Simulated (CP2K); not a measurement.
Two runs for the F K edge of carbon tetrafluoride. Run A: CP2K XAS_TDP, all-electron GAPW, PBEh(45%), aug-cc-pVTZ, TDA, no relativity. Run B differs in one setting.

First lines with a strength over 0.0015. A:

| atom | energy (eV) | states | strength, one atom |
| --- | --- | --- | --- |
| F1 (bonded to C), 4 alike | 684.52 | 1 | 0.0364 |
|  | 685.97 | 1 | 0.0148 |
|  | 686.71 | 1 | 0.0070 |
|  | 686.73 | 1 | 0.0066 |
|  | 688.20 | 1 | 0.0046 |

B:

| atom | energy (eV) | states | strength, one atom |
| --- | --- | --- | --- |
| F1 (bonded to C), 4 alike | 675.01 | 1 | 0.0042 |
|  | 676.21 | 1 | 0.0036 |
|  | 676.22 | 1 | 0.0033 |
|  | 676.55 | 1 | 0.0354 |
|  | 677.66 | 1 | 0.0034 |

Q: Which was it: the functional, the basis, scalar relativity switched on, GW2X switched on?

The functional (functional from PBEh(45%) to PBE0; the lines alone don't name the new value). A functional moves all lines by electronvolts and changes their spacings and strengths. For F1 the rule picks another line of the list in the two runs, so no shift is given.

[Hosts, paths, dates, database ids (printed as entryN), source tags and the programs' standing remarks are cut or masked in the printed files.]
